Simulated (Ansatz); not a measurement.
**Zr2PN: relaxing a made-up structure**

Starting from a made-up structure for Zr2PN, the aim is the relaxed cell, its shortest contacts and, where a second run follows, its electronic structure.

Main program and level: Ansatz 0.2.0; DFT, PBEsol, plane-wave PAW, files of the set soft_1, scalar-relativistic, no spin, cell and ions relaxed at zero pressure; PAW set soft_1, in the first sound run; inputs show where later runs differ.

**1. Starting point**

It takes space group P6_3/mmc (No. 194, hexagonal). The conventional cell has a = 3.547 Å, b = 3.547 Å, c = 11.943 Å, α = 90.00°, β = 90.00°, γ = 120.00°. Nearest to Zr lie 3 P at 2.48 Å and 3 N at 2.59 Å. Nearest to P lie 6 Zr at 2.48 Å. Nearest to N lie 6 Zr at 2.59 Å. Farther neighbours and most contacts between anions are not listed.

**2. Relaxation of the guess**

The guess takes its coordinates from another compound and its volume from a rule, so the cell and any free coordinates are relaxed together.

The input, input.yaml:

```yaml
crystal:
  lattice:
    - [3.547, 0.0, 0.0]
    - [-1.7735, 3.071792107, 0.0]
    - [0.0, 0.0, 11.943]
  atoms:
    - { symbol: Zr, position: [0.333333333, 0.666666667, 0.1171] }
    - { symbol: Zr, position: [0.666666667, 0.333333333, 0.6171] }
    - { symbol: Zr, position: [0.666666667, 0.333333333, 0.8829] }
    - { symbol: Zr, position: [0.333333333, 0.666666667, 0.3829] }
    - { symbol: P, position: [0.0, 0.0, 0.0] }
    - { symbol: P, position: [0.0, 0.0, 0.5] }
    - { symbol: "N", position: [0.333333333, 0.666666667, 0.75] }
    - { symbol: "N", position: [0.666666667, 0.333333333, 0.25] }
kpoints:
  mp_grid: { grid: [9, 9, 3] }
scf:
  occupations: { method: fermi_dirac, width: 0.05 }
hamiltonian:
  xc: pbesol
  pseudopotentials: { kind: paw, azcp: { folder: soft_1 }, xc_functional: pbe }
relax:
  f_tol: 0.015
  max_steps: 70
  cell: {}
output:
  forces: true
  stress: true
```

On the command line:

```
ansatz run input.yaml --threads 4 --pin off --max-ram 10240MiB --backend cpu --events-out ev --progress --plain --runs-dir out
```

Numbers of over 12 decimals in the logs are rounded to 6 here.

The program printed:

```text
Engine: ansatz 0.2.0, aarch64-unknown-linux-gnu
Pseudopotentials: kind: paw
Pseudopotential: Zr, paw, valence charge 12, recommended cutoff 420 eV (normal), soft_1/Zr.paw.azcp
Pseudopotential: P, paw, valence charge 5, recommended cutoff 420 eV (normal), soft_1/P.paw.azcp
Pseudopotential: N, paw, valence charge 5, recommended cutoff 420 eV (normal), soft_1/N.paw.azcp
Functional definition: PBEsol
  exchange = pbesol_x
  correlation = pbesol_c
Crystal: 8 atoms, lattice volume = 130.127 Å³
Basis set: ecut = 420 eV, 2517 PW (Γ), exchange–correlation on 48×48×160 points (8 copies of the dense FFT grid, shifted against one another)
Bands: 42, of which v1, the nominal top of the filled ones, is band 34 counted from 1 (33 counted from 0)
Symmetry: 24 space group operations
Space group: P63/mmc (ITA 194), of the structure as read, at distance tolerance 5.1e-5 Å
k-points: 24 of 243
Non-local potential: Zr, projectors of the file, l = 0: 3, l = 1: 2, l = 2: 2, l = 3: 1
Non-local potential: P, projectors of the file, l = 0: 2, l = 1: 2, l = 2: 1
Non-local potential: N, projectors of the file, l = 0: 2, l = 1: 2, l = 2: 1
PAW form: soft (Blöchl's): semilocal exchange-correlation on the pseudo side does not see the compensation charge
PAW frozen core: Zr, regenerated for the run's functional, and the local potential with it (the file was generated under x = pbe(κ = 0.804, μ = 0.219515), c = pbe(β = 0.066725))
PAW frozen core: P, regenerated for the run's functional, and the local potential with it (the file was generated under x = pbe(κ = 0.804, μ = 0.219515), c = pbe(β = 0.066725))
PAW frozen core: N, regenerated for the run's functional, and the local potential with it (the file was generated under x = pbe(κ = 0.804, μ = 0.219515), c = pbe(β = 0.066725))
PAW one-centre angular grid: Zr, 590 points (default); XC on 64 Gauss nodes
PAW one-centre angular grid: P, 110 points (default); XC on 64 Gauss nodes
PAW one-centre angular grid: N, 110 points (default); XC on 64 Gauss nodes
Initial density: superposition of atomic densities (chi_scale 0.1, normalization cell, long waves kept (reshape's long-wave potential 0.07 eV rms))
Initial wavefunctions: pseudopotential atomic-orbital guess
Functional: x = pbesol(κ = 0.804, μ = 0.123457), c = pbesol(β = 0.046)
SCF iter   1: F=—  HF=-18764.510627 eV  |F-HF|=—  |Δ(HF+E_count)|=         —  Δρ=9.02e-2  dr2=2.84e1  ethr=3.10e-3  ⟨swp⟩=6.8  Hψ=4728  notcnv=0
preconditioner: auto → Kerker (q_TF=auto, 2.449 Å⁻¹)  [metal: Δε(μ)=0.032 eV  Ē_g=6.995 eV  σ=0.050 eV  W_gap=0.16  n_scr=38 (ndim 8)  ℏωp=19.5 eV  f_vac=0.000  D(μ)=3.03/eV (n_scr^D=12)]
SCF iter   2: F=—  HF=-18761.572722 eV  |F-HF|=—  |Δ(HF+E_count)|=    2.94e0  Δρ=3.17e-2  dr2=5.90e0  ethr=3.10e-3  ⟨swp⟩=3.3  Hψ=1960  notcnv=0  defer=31
SCF iter   3: F=—  HF=-18760.694096 eV  |F-HF|=—  |Δ(HF+E_count)|=   8.79e-1  Δρ=1.16e-2  dr2=9.61e-1  ethr=3.10e-3  ⟨swp⟩=3.0  Hψ=1774  notcnv=0  defer=32
SCF iter   4: F=—  HF=-18760.457188 eV  |F-HF|=—  |Δ(HF+E_count)|=   2.37e-1  Δρ=3.35e-3  dr2=3.93e-2  ethr=1.41e-3  ⟨swp⟩=3.0  Hψ=1627  notcnv=0  defer=32
SCF iter   5: F=—  HF=-18760.451634 eV  |F-HF|=—  |Δ(HF+E_count)|=   5.55e-3  Δρ=1.07e-3  dr2=3.15e-3  ethr=5.78e-5  ⟨swp⟩=2.6  Hψ=1636  notcnv=0  defer=30
SCF iter   6: F=—  HF=-18760.451040 eV  |F-HF|=—  |Δ(HF+E_count)|=   5.94e-4  Δρ=2.41e-4  dr2=9.71e-5  ethr=4.64e-6  ⟨swp⟩=2.0  Hψ=1416  notcnv=0  defer=30
SCF iter   7: F=—  HF=-18760.450948 eV  |F-HF|=—  |Δ(HF+E_count)|=   9.20e-5  Δρ=6.40e-5  dr2=6.29e-6  ethr=1.43e-7  ⟨swp⟩=2.3  Hψ=1511  notcnv=0  defer=30
SCF iter   8: F=—  HF=-18760.450948 eV  |F-HF|=—  |Δ(HF+E_count)|=   1.04e-7  Δρ=1.15e-5  dr2=2.32e-7  ethr=9.25e-9  ⟨swp⟩=2.4  Hψ=1723  notcnv=0  defer=30
SCF iter   9: F=-18760.450948 eV  HF=-18760.450948 eV  |F-HF|=1.29e-8  |Δ(HF+E_count)|=   7.31e-9  Δρ=2.65e-6  dr2=2.07e-8  ethr=1.47e-10  ⟨swp⟩=4.9  Hψ=3423  notcnv=0
SCF 1 converged in 9 iterations: F = -18760.450948 eV  dr2 = 2.07e-8
  greatest PAW one-centre occupation: 0.995 electrons in one spin orbital (limit 2), on the Zr atom at site 3 (counted from 0), in its partial waves of l = 0
relax step   1: F+E_penalty+E_count = -18760.45094818 eV  Δ(F+E_penalty+E_count) = +0.000e0 eV  max|allowed force component| = 3.107e0 eV/Å  Δτ_max = 0.0000 Å  P = -6.849 GPa  Ω = 130.127 Å³  (9 SCF iters, dr2 threshold 1.00e-7 eV, accepted)
Crystal: 8 atoms, lattice volume = 120.717 Å³
Basis set: ecut = 420 eV, 2337 PW (Γ), exchange–correlation on 48×48×160 points (8 copies of the dense FFT grid, shifted against one another)
Initial density: handed on by an earlier stage of this run
Initial wavefunctions: those handed on with the density
SCF iter   1: F=—  HF=-18762.215838 eV  |F-HF|=—  |Δ(HF+E_count)|=         —  Δρ=2.96e-2  dr2=2.70e0  ethr=3.10e-3  ⟨swp⟩=10.2  Hψ=5236  notcnv=0
preconditioner: auto → Kerker (q_TF=auto, 2.479 Å⁻¹)  [metal: Δε(μ)=0.073 eV  Ē_g=7.311 eV  σ=0.050 eV  W_gap=0.34  n_scr=38 (ndim 8)  ℏωp=20.3 eV  f_vac=0.000  D(μ)=3.26/eV (n_scr^D=26)]
SCF iter   2: F=—  HF=-18761.814557 eV  |F-HF|=—  |Δ(HF+E_count)|=   4.01e-1  Δρ=1.38e-2  dr2=7.05e-1  ethr=3.10e-3  ⟨swp⟩=2.2  Hψ=1486  notcnv=0  defer=19
SCF iter   3: F=—  HF=-18761.678642 eV  |F-HF|=—  |Δ(HF+E_count)|=   1.36e-1  Δρ=6.94e-3  dr2=1.55e-1  ethr=1.04e-3  ⟨swp⟩=2.9  Hψ=1486  notcnv=0  defer=23
SCF iter   4: F=—  HF=-18761.650718 eV  |F-HF|=—  |Δ(HF+E_count)|=   2.79e-2  Δρ=2.25e-3  dr2=1.16e-2  ethr=2.28e-4  ⟨swp⟩=2.8  Hψ=1645  notcnv=0  defer=23
SCF iter   5: F=—  HF=-18761.647259 eV  |F-HF|=—  |Δ(HF+E_count)|=   3.46e-3  Δρ=5.33e-4  dr2=6.73e-4  ethr=1.70e-5  ⟨swp⟩=2.0  Hψ=1462  notcnv=0  defer=23
SCF iter   6: F=—  HF=-18761.647065 eV  |F-HF|=—  |Δ(HF+E_count)|=   1.93e-4  Δρ=1.28e-4  dr2=3.04e-5  ethr=9.90e-7  ⟨swp⟩=2.0  Hψ=1352  notcnv=0  defer=23
SCF iter   7: F=—  HF=-18761.647063 eV  |F-HF|=—  |Δ(HF+E_count)|=   2.35e-6  Δρ=3.22e-5  dr2=1.75e-6  ethr=4.47e-8  ⟨swp⟩=2.0  Hψ=1467  notcnv=0  defer=23
SCF iter   8: F=-18761.647063 eV  HF=-18761.647063 eV  |F-HF|=1.08e-9  |Δ(HF+E_count)|=   7.00e-8  Δρ=6.82e-6  dr2=5.65e-8  ethr=1.18e-9  ⟨swp⟩=4.5  Hψ=3549  notcnv=0
SCF 2 converged in 8 iterations: F = -18761.647063 eV  dr2 = 5.65e-8
relax step   2: F+E_penalty+E_count = -18761.64706319 eV  Δ(F+E_penalty+E_count) = -1.196e0 eV  max|allowed force component| = 7.349e-1 eV/Å  Δτ_max = 0.1987 Å  P = +1.749 GPa  Ω = 120.717 Å³  energy of the carried Pulay correction = +5.424e-3 eV  (8 SCF iters, dr2 threshold 8.00e-7 eV, accepted)
Crystal: 8 atoms, lattice volume = 120.088 Å³
Basis set: ecut = 420 eV, 2381 PW (Γ), exchange–correlation on 48×48×160 points (8 copies of the dense FFT grid, shifted against one another)
iter 1 solved again at ethr=1.30e-4 eV; its pass at ethr=3.10e-3 eV (dr2=8.84e-2 eV) is discarded
SCF iter   1: F=—  HF=-18761.939855 eV  |F-HF|=—  |Δ(HF+E_count)|=         —  Δρ=7.51e-3  dr2=8.80e-2  ethr=1.30e-4  ⟨swp⟩=2.1  Hψ=6418  notcnv=0
preconditioner: auto → Kerker (q_TF=auto, 2.482 Å⁻¹)  [metal: Δε(μ)=0.031 eV  Ē_g=7.300 eV  σ=0.050 eV  W_gap=0.15  n_scr=38 (ndim 8)  ℏωp=20.3 eV  f_vac=0.000  D(μ)=4.35/eV (n_scr^D=38)]
SCF iter   2: F=—  HF=-18761.919381 eV  |F-HF|=—  |Δ(HF+E_count)|=   2.05e-2  Δρ=4.35e-3  dr2=3.19e-2  ethr=1.29e-4  ⟨swp⟩=1.2  Hψ=1013  notcnv=0
SCF iter   3: F=—  HF=-18761.908131 eV  |F-HF|=—  |Δ(HF+E_count)|=   1.13e-2  Δρ=6.03e-4  dr2=3.63e-4  ethr=4.69e-5  ⟨swp⟩=3.0  Hψ=1823  notcnv=0
SCF iter   4: F=—  HF=-18761.907997 eV  |F-HF|=—  |Δ(HF+E_count)|=   1.34e-4  Δρ=3.80e-4  dr2=1.87e-4  ethr=5.34e-7  ⟨swp⟩=2.0  Hψ=1701  notcnv=0
SCF iter   5: F=—  HF=-18761.907961 eV  |F-HF|=—  |Δ(HF+E_count)|=   3.56e-5  Δρ=8.15e-5  dr2=1.10e-5  ethr=2.75e-7  ⟨swp⟩=2.0  Hψ=1428  notcnv=0
SCF iter   6: F=—  HF=-18761.907960 eV  |F-HF|=—  |Δ(HF+E_count)|=   9.06e-7  Δρ=1.80e-5  dr2=1.05e-6  ethr=1.61e-8  ⟨swp⟩=2.2  Hψ=1288  notcnv=0
SCF iter   7: F=-18761.907960 eV  HF=-18761.907960 eV  |F-HF|=8.41e-8  |Δ(HF+E_count)|=   1.23e-7  Δρ=4.91e-6  dr2=1.01e-7  ethr=1.18e-9  ⟨swp⟩=4.3  Hψ=3120  notcnv=0
SCF 3 converged in 7 iterations: F = -18761.907960 eV  dr2 = 1.01e-7
relax step   3: F+E_penalty+E_count = -18761.90796014 eV  Δ(F+E_penalty+E_count) = -2.609e-1 eV  max|allowed force component| = 3.558e-1 eV/Å  Δτ_max = 0.0058 Å  P = +0.865 GPa  Ω = 120.088 Å³  energy of the carried Pulay correction = +5.802e-3 eV  (7 SCF iters, dr2 threshold 8.00e-7 eV, accepted)
[...]
relax step   4: F+E_penalty+E_count = -18761.91966237 eV  Δ(F+E_penalty+E_count) = -1.170e-2 eV  max|allowed force component| = 2.674e-2 eV/Å  Δτ_max = 0.0157 Å  P = -0.924 GPa  Ω = 121.311 Å³  energy of the carried Pulay correction = +5.070e-3 eV  (6 SCF iters, dr2 threshold 8.00e-7 eV, accepted)
[...]
relax step   5: F+E_penalty+E_count = -18761.92172947 eV  Δ(F+E_penalty+E_count) = -2.067e-3 eV  max|allowed force component| = 1.610e-2 eV/Å  Δτ_max = 0.0004 Å  P = -0.129 GPa  Ω = 120.795 Å³  energy of the carried Pulay correction = +5.378e-3 eV  (5 SCF iters, dr2 threshold 8.00e-7 eV, accepted)
[...]
relax step   6: F+E_penalty+E_count = -18761.92186496 eV  Δ(F+E_penalty+E_count) = -1.355e-4 eV  max|allowed force component| = 2.743e-3 eV/Å  Δτ_max = 0.0009 Å  P = -0.011 GPa  Ω = 120.711 Å³  energy of the carried Pulay correction = +5.428e-3 eV  (5 SCF iters, dr2 threshold 5.20e-8 eV, accepted)
[...]
relax step   7: F+E_penalty+E_count = -18761.91963255 eV  Δ(F+E_penalty+E_count) = +2.232e-3 eV  max|allowed force component| = 2.945e-3 eV/Å  Δτ_max = 0.0000 Å  P = -0.054 GPa  Ω = 120.711 Å³  stress off target by 9.46e-2 GPa  SCF on the basis re-selected at this cell (its energy is not comparable with the rows above)  (6 SCF iters)
[...]
relax step   8: F+E_penalty+E_count = -18761.91970396 eV  Δ(F+E_penalty+E_count) = -7.141e-5 eV  max|allowed force component| = 7.836e-4 eV/Å  Δτ_max = 0.0007 Å  P = +0.002 GPa  Ω = 120.662 Å³  energy of the carried Pulay correction = +2.757e-5 eV  (5 SCF iters, dr2 threshold 2.24e-8 eV, accepted)
iter 1 solved again at ethr=4.66e-7 eV; its pass at ethr=3.10e-3 eV (dr2=3.17e-4 eV) is discarded
SCF iter   1: F=—  HF=-18761.919681 eV  |F-HF|=—  |Δ(HF+E_count)|=         —  Δρ=4.56e-6  dr2=2.32e-8  ethr=4.66e-7  ⟨swp⟩=3.5  Hψ=6885  notcnv=0
eigensolver tolerance schedule: the retry pair's looser diagonalisation over-reported the residual by 13647.91 of it (diagonalisation noise at an unbounded share of the residual, at the tolerance the schedule requests for it); recorded, not acted on — ethr = c·dr2/N_el stays at c = 1.0e-1
SCF iter   2: F=—  HF=-18761.919667 eV  |F-HF|=—  |Δ(HF+E_count)|=   1.38e-5  Δρ=2.56e-6  dr2=8.12e-9  ethr=3.41e-11  ⟨swp⟩=3.4  Hψ=2481  notcnv=0
SCF iter   3: F=—  HF=-18761.919667 eV  |F-HF|=—  |Δ(HF+E_count)|=  3.20e-10  Δρ=9.97e-7  dr2=2.74e-9  ethr=1.19e-11  ⟨swp⟩=2.0  Hψ=1342  notcnv=0
SCF iter   4: F=—  HF=-18761.919667 eV  |F-HF|=—  |Δ(HF+E_count)|=  4.00e-10  Δρ=4.98e-7  dr2=1.21e-9  ethr=4.03e-12  ⟨swp⟩=2.4  Hψ=1401  notcnv=0
SCF iter   5: F=—  HF=-18761.919667 eV  |F-HF|=—  |Δ(HF+E_count)|=  1.24e-10  Δρ=3.99e-7  dr2=4.98e-10  ethr=1.78e-12  ⟨swp⟩=1.4  Hψ=1057  notcnv=0
SCF iter   6: F=-18761.919667 eV  HF=-18761.919667 eV  |F-HF|=2.91e-11  |Δ(HF+E_count)|=  1.09e-10  Δρ=8.56e-8  dr2=3.02e-11  ethr=1.00e-12  ⟨swp⟩=2.9  Hψ=3693  notcnv=0
SCF 9 converged in 6 iterations: F = -18761.919667 eV  dr2 = 3.02e-11
relax step   9: F+E_penalty+E_count = -18761.91966743 eV  Δ(F+E_penalty+E_count) = +3.652e-5 eV  max|allowed force component| = 7.995e-4 eV/Å  Δτ_max = 0.0000 Å  P = +0.002 GPa  Ω = 120.662 Å³  stress off target by 1.31e-2 GPa  SCF on the basis re-selected at this cell (its energy is not comparable with the rows above)  (6 SCF iters)
basis re-selected at this cell: Δ(F+E_penalty+E_count) = +3.652e-5 eV, ΔP = -0.000 GPa vs the last step (what re-selecting the basis moved, of the pressure what is left beyond the Pulay correction that the steps carried, after the strain that the cell walked since its last selection, with what the two solves' SCF thresholds leave and, on support functions, any second-order correction that the steps lacked; it is no m [...]
SCF converged after 6 iterations
Free energy (F): -18761.919667 eV
Harris-Foulkes:  -18761.919667 eV  (|F-HF|=2.91e-11)
Internal energy: -18761.886642 eV  (E = F + TS)
E sigma→0 (E₀):  -18761.903155 eV
Entropy (-TS):   -0.033026 eV (-4.128 meV/atom)
Fermi energy:    14.978665 eV
--- Per-component energies (eV) ---
  E_band       = -233.714113
  E_kinetic    = 1668.916615
  E_local      = -2681.957077  (includes V_loc(G=0)·N_el)
  E_nonlocal   = 439.249232
  E_hartree    = 894.257391
  E_xc         = -884.984394
  E_vxc        = -1012.457002  (∫ρ·V_xc dr)
  E_paw        = -12971.081803  (= ΣΔE_a)
  E_vpaw       = -435.982002  (= ΣTr[D̂ρ^β])
  E_aug_tail   = 0.001493  (compensation charges beyond the density's cutoff)
  E_ewald      = -5227.099373
  E_core_change = 0.811274  (= ΣΔE_core)
  E_smearing   = -0.033026  (= −TS)
  E_closure    = 0.000000  (closes the sum)
  Σ components = -18761.919667   (vs F -18761.919667, Δ=0.00e0)
--- Forces (eV/Å), atoms counted from 1 ---
  atom   1  Zr     0.00000000    -0.00000000    -0.00079951
  atom   2  Zr     0.00000000     0.00000000    -0.00079951
  atom   3  Zr     0.00000000     0.00000000     0.00079951
  atom   4  Zr     0.00000000    -0.00000000     0.00079951
  atom   5  P      0.00000000     0.00000000     0.00000000
  atom   6  P      0.00000000     0.00000000     0.00000000
  atom   7  N      0.00000000     0.00000000     0.00000000
  atom   8  N      0.00000000    -0.00000000     0.00000000
  max |Σ_I F_I| component: 5.55e-17 eV/Å
--- Stress (GPa, compression-positive) ---
       -0.003371       0.000000       0.000000
       -0.000000      -0.003371       0.000000
        0.000000       0.000000       0.013106
  P = ⅓ Tr σ = 0.0021 GPa (0.021 kbar)
--- Relaxed structure (7 steps of the walk, 7 accepted, 2 SCFs on fresh bases) ---
  F+E_penalty+E_count = -18761.91966743 eV   max|allowed force component| = 7.995e-4 eV/Å   (the final SCF, on the basis selected at the relaxed cell)
  cell:  # Å, volume = 120.6620 Å³
    - [3.371778, 0, 0.0]
    - [-1.685889, 2.920045, 0.0]
    - [0.0, 0.0, 12.255251]
  atoms:
    - { symbol: Zr, position: [0.333333, 0.666667, 0.134667] }
    - { symbol: Zr, position: [0.666667, 0.333333, 0.634667] }
    - { symbol: Zr, position: [0.666667, 0.333333, 0.865333] }
    - { symbol: Zr, position: [0.333333, 0.666667, 0.365333] }
    - { symbol: P, position: [0, 0, 5.787313781792759e-19] }
    - { symbol: P, position: [0, 0, 0.5] }
    - { symbol: N, position: [0.333333, 0.666667, 0.750000] }
    - { symbol: N, position: [0.666667, 0.333333, 0.25] }
```

Elapsed: 17 s, on 4 threads of Arm Neoverse V2, shared host; peak memory 0.49 GiB.

The steps of the relaxation:

```
step  energy less that of the first step (eV)  largest force component (eV/Å)  pressure (GPa)  volume (Å³)
   1                                   0.0000                          3.1066           -6.85       130.13
   2                                  -1.1961                          0.7349            1.75       120.72
   3                                  -1.4570                          0.3558            0.86       120.09
   4                                  -1.4687                          0.0267           -0.92       121.31
   5                                  -1.4708                          0.0161           -0.13       120.80
   6                                  -1.4709                          0.0027           -0.01       120.71
  7*                                  -1.4687                          0.0029           -0.05       120.71
   8                                  -1.4688                          0.0008            0.00       120.66
  9*                                  -1.4687                          0.0008            0.00       120.66
```

Relaxation steps marked * repeat the geometry before them on a plane-wave basis chosen anew for their cell, so energy and pressure can jump there.

The run keeps the 24 symmetry operations that it works with, so distortions that break them were not tested.

| conventional cell, symmetrised | before | after | change |
| --- | --- | --- | --- |
| a (Å) | 3.547 | 3.372 | -4.9 % |
| b (Å) | 3.547 | 3.372 | -4.9 % |
| c (Å) | 11.943 | 12.255 | +2.6 % |
| volume (Å³/atom) | 16.27 | 15.08 | -7.3 % |

The atoms that moved most (Å, as changes of fractional coordinates times the final cell):

| atom | dx | dy | dz | length |
| --- | --- | --- | --- | --- |
| Zr2 | 0.000 | 0.000 | 0.215 | 0.215 |
| Zr1 | 0.000 | 0.000 | 0.215 | 0.215 |
| Zr3 | 0.000 | 0.000 | -0.215 | 0.215 |
| Zr4 | 0.000 | 0.000 | -0.215 | 0.215 |

This step gave:

```
free energy             : -18761.9197 eV
energy at zero smearing : -18761.9032 eV
smearing term TS        : 0.03303 eV
Fermi energy            : 14.98 eV
electrons               : 68
symmetry operations     : 24
pressure                : 0.002122 GPa
```

Shortest distances by pair of elements, guess and relaxed (not always the same contact):

```csv
pair,guess (Å),relaxed (Å)
N–Zr,2.591,2.406
P–Zr,2.480,2.552
Zr–Zr,3.174,2.827
P–P,3.547,3.372
N–N,3.547,3.372
```

The relaxation ends with a largest force component of 8.0e-4 eV/Å and a pressure of 0.00 GPa.

(Continued in part 2 of 2.)

[Logs are printed without paths, hosts, clocks, repeated set-up lines and the standing remarks that a program may print on its own settings, such as how far it seeks lower states.]

[Hosts, paths, dates, database ids (printed as entryN), source tags and the programs' standing remarks are cut or masked in the printed files.]
